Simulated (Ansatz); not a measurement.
# Y4S3N2 (C2/m): the gap up the ladder of methods, part 3 of 3

What gap does each level of theory give for Y4S3N2 (C2/m), and in what time?

Ansatz 0.2.0; density functionals, hybrids and G0W0, plane waves, PAW. Known limits of the many-body steps: finite bands, screening cutoff and k mesh; no spin-orbit coupling in G0W0.

So far. Step 11 (G0W0@HSE06, 4×4×2 mesh, 1048 empty bands, screening to …): Over 13 of 14 irreducible mesh points the G0W0 gap is 2.704 eV, from k = (-0.500, -0.500, -0.500) to k = (-0.500, -0.500, 0.000). The HSE06 gap of this run on the mesh is 2.335 eV. The two states that bound the G0W0 gap lie that far apart at the start, so the correction of the gap is 2.704 − 2.335 = +0.369 eV.

In doubt: masses and optical values from hybrid runs of this build are listed as unsure (step 11), which bears on the screening that GW takes from such a start.

### Step 13. All levels together

Each gap is the least one over the points named; times are wall times on shared hosts, not benchmarks. A G0W0 time includes the run's own self-consistent start. Runs with listed points see these and the mesh alone, so an edge that moves elsewhere is missed. Rows marked * are further runs, not shown as steps, whose inputs differ from the G0W0 step on the same start in the columns given; solver thresholds can differ too. Symmetry makes (-0.500, -0.500, 0.500) and (-0.500, -0.500, -0.500) one point.

```csv
level,mesh,"files, cutoff","bands summed, screening",points,gap (eV),valence top,conduction bottom,least direct gap (eV),time
LDA,6×6×4,"soft_1 PAW, 420 eV",-,mesh and listed points,1.340,"(-0.500, -0.500, 0.500)","(-0.500, -0.500, 0.000)",1.379,6.7 s
PBEsol,6×6×4,"soft_1 PAW, 420 eV",-,mesh and listed points,1.365,"(-0.500, -0.500, 0.500)","(-0.500, -0.500, 0.000)",1.404,11 s
PBE,6×6×4,"soft_1 PAW, 420 eV",-,mesh and path,1.428,"(-0.500, -0.500, 0.500)","(-0.500, -0.500, 0.000)",1.468,19 s
PBE+SOC,6×6×4,"soft_1 PAW, 420 eV",-,mesh and listed points,1.428,"(-0.500, -0.500, 0.500)","(-0.500, -0.500, 0.000)",1.468,14 s
r2SCAN,6×6×4,"soft_1 PAW, 500 eV",-,mesh and listed points,1.731,"(-0.500, -0.500, 0.500)","(-0.500, -0.500, 0.000)",1.776,8.8 s
HSE06,4×4×2,"soft_1 PAW, 420 eV",-,mesh and listed points,2.335,"(-0.500, -0.500, 0.500)","(-0.500, -0.500, 0.000)",2.380,42 s
PBE0,4×4×2,"soft_1 PAW, 420 eV",-,mesh and listed points,3.039,"(-0.500, -0.500, 0.500)","(-0.500, -0.500, 0.000)",3.085,43 s
DDH-PBE0,4×4×2,"soft_1 PAW, 420 eV",-,mesh and listed points,2.411,"(-0.500, -0.500, 0.500)","(-0.500, -0.500, 0.000)",2.454,2 min
G0W0@PBE*,4×4×2,"soft_1 PAW, 420 eV","208, 54 eV",12 of 14 irreducible mesh points,2.051,"(-0.500, -0.500, -0.500)","(-0.500, -0.500, 0.000)",2.103,31 s
G0W0@PBE*,4×4×2,"soft_1 PAW, 420 eV","523, 108 eV",12 of 14 irreducible mesh points,2.201,"(-0.500, -0.500, -0.500)","(-0.500, -0.500, 0.000)",2.253,48 s
G0W0@PBE,4×4×2,"soft_1 PAW, 420 eV","1084, 180 eV",12 of 14 irreducible mesh points,2.314,"(-0.500, -0.500, -0.500)","(-0.500, -0.500, 0.000)",2.367,91 s
G0W0@HSE06,4×4×2,"soft_1 PAW, 420 eV","1084, 180 eV",13 of 14 irreducible mesh points,2.704,"(-0.500, -0.500, -0.500)","(-0.500, -0.500, 0.000)",2.759,4.7 min
G0W0@r2SCAN,4×4×2,"soft_1 PAW, 500 eV","1084, 180 eV",12 of 14 irreducible mesh points,2.464,"(-0.500, -0.500, -0.500)","(-0.500, -0.500, 0.000)",2.519,2.1 min
```

### Step 14. Summary of results

* LDA, over mesh and listed points: 1.340 eV
* PBEsol, over mesh and listed points: 1.365 eV
* PBE, over mesh and path: 1.428 eV
* PBE+SOC, over mesh and listed points: 1.428 eV
* r2SCAN, over mesh and listed points: 1.731 eV
* HSE06, over mesh and listed points: 2.335 eV
* PBE0, over mesh and listed points: 3.039 eV
* DDH-PBE0, over mesh and listed points: 2.411 eV
* G0W0@PBE (1084 bands, 4×4×2), over 12 of 14 irreducible mesh points: 2.314 eV
* G0W0@HSE06, over 13 of 14 irreducible mesh points: 2.704 eV
* G0W0@r2SCAN, over 12 of 14 irreducible mesh points: 2.464 eV
* known limits: finite bands, screening cutoff and k mesh; no spin-orbit coupling in G0W0

What this shows: The rows run from 1.340 eV (LDA) to 3.039 eV (PBE0). They differ in mesh, plane-wave cutoff, bands and screening cutoff of G0W0 and the points over which the gap was sought as well as in level, so only pairs that share these are like for like. PBEsol against LDA: 1.365 − 1.340 = +0.025 eV, with the same mesh, files and cutoff, and both edges at the same k points. PBE against PBEsol: 1.428 − 1.365 = +0.063 eV, with the same mesh, files and cutoff, and both edges at the same k points. PBE+SOC against PBE: 1.428 − 1.428 = +0.000 eV, with the same mesh, set of files (read in its fully relativistic form for the spin-orbit run) and cutoff, and both edges at the same k points. The spin-orbit run sees mesh and listed points alone, so its gap is an upper bound: the coupling can move an edge off these points, and the change over the zone, its sign included where it is small, is not known. PBE0 against HSE06: 3.039 − 2.335 = +0.704 eV, with the same mesh, files and cutoff, and both edges at the same k points. DDH-PBE0 against PBE0: 2.411 − 3.039 = −0.628 eV, with the same mesh, files and cutoff, and both edges at the same k points. G0W0@HSE06 against G0W0@PBE with 1084 bands: 2.704 − 2.314 = +0.390 eV, with the same mesh, files and cutoffs, and both edges at the same k points. The dielectric-dependent hybrid took 0.155 of exact exchange, against 0.25 in PBE0. G0W0@PBE (1084 bands, 4×4×2) moves the gap of its own start on the mesh by 2.314 − 1.429 = +0.885 eV, between the same two levels. Both edges that PBE shows over mesh and path lie at k points where levels were corrected. Levels at other points were not corrected, so a lower G0W0 gap elsewhere in the zone is not ruled out. G0W0@HSE06 moves the gap of its own start on the mesh by 2.704 − 2.335 = +0.369 eV, between the same two levels. Both edges that HSE06 shows over mesh and listed points lie at k points where levels were corrected. Levels at other points were not corrected, so a lower G0W0 gap elsewhere in the zone is not ruled out. G0W0@r2SCAN moves the gap of its own start on the mesh by 2.464 − 1.732 = +0.732 eV, between the same two levels. Both edges that r2SCAN shows over mesh and listed points lie at k points where levels were corrected. Levels at other points were not corrected, so a lower G0W0 gap elsewhere in the zone is not ruled out. What spin-orbit coupling does to the G0W0 levels was not computed, so no sum with the G0W0 gap is formed. For G0W0@PBE: from 208 bands and 54 eV to 1084 bands and 180 eV the gap moves by 2.314 − 2.051 = +0.263 eV (rung by rung 2.051, 2.201, 2.314 eV); bands and screening cutoff rise together, so their parts are not told apart. A line in one over the bands through the two highest rungs gives 2.314 + (2.314 − 2.201) × 523 / (1084 − 523) = 2.419 eV, and through the pair below 2.201 + (2.201 − 2.051) × 208 / (523 − 208) = 2.300 eV. The two differ by 0.119 eV, not under the 0.030 eV asked, so the law does not hold well over these rungs and the limit is not known. The other G0W0 rows are shown at one basis each (1084 bands), so their distance from the limit is not known here. The G0W0 runs are scalar-relativistic. No pair of G0W0 runs that differ in the mesh alone is shown (4×4×2 is a supercell whose nearest images lie 15 Å apart), so the error from the mesh is not known here. G0W0@PBE runs of this series with other atomic data on the same mesh, not shown as steps, give 2.366 eV (hard PAW, 870 eV, 1589 bands, screening to 234 eV); where bands and cutoffs differ too, the part of the files is not isolated.

[Paths, hosts, dates, memory and timing lines, banners, echoed tables and standing remarks are left out of the program output.]

[Logs are printed without paths, hosts, clocks, repeated set-up lines and the standing remarks that a program may print on its own settings, such as how far it seeks lower states.]

[Runs of the session that timed out or met a known fault of the program may be left out.]

[Cells called generated may have been cut or substituted from an entry of the Crystallography Open Database or the Materials Project.]

[Hosts, paths, dates, database ids (printed as entryN), source tags and the programs' standing remarks are cut or masked in the printed files.]

[Where an RPA ε∞ is given, it is that of the G0W0 mesh and is not shown converged in it. Names of k-points follow the symmetry that the program found, which can be lower than the space group named. Band edges on a path are those of the sampled points; other points can move an edge, and change direct to indirect where valleys lie close.]

[Hybrid gaps are those of their k-mesh and are not shown converged in it.]
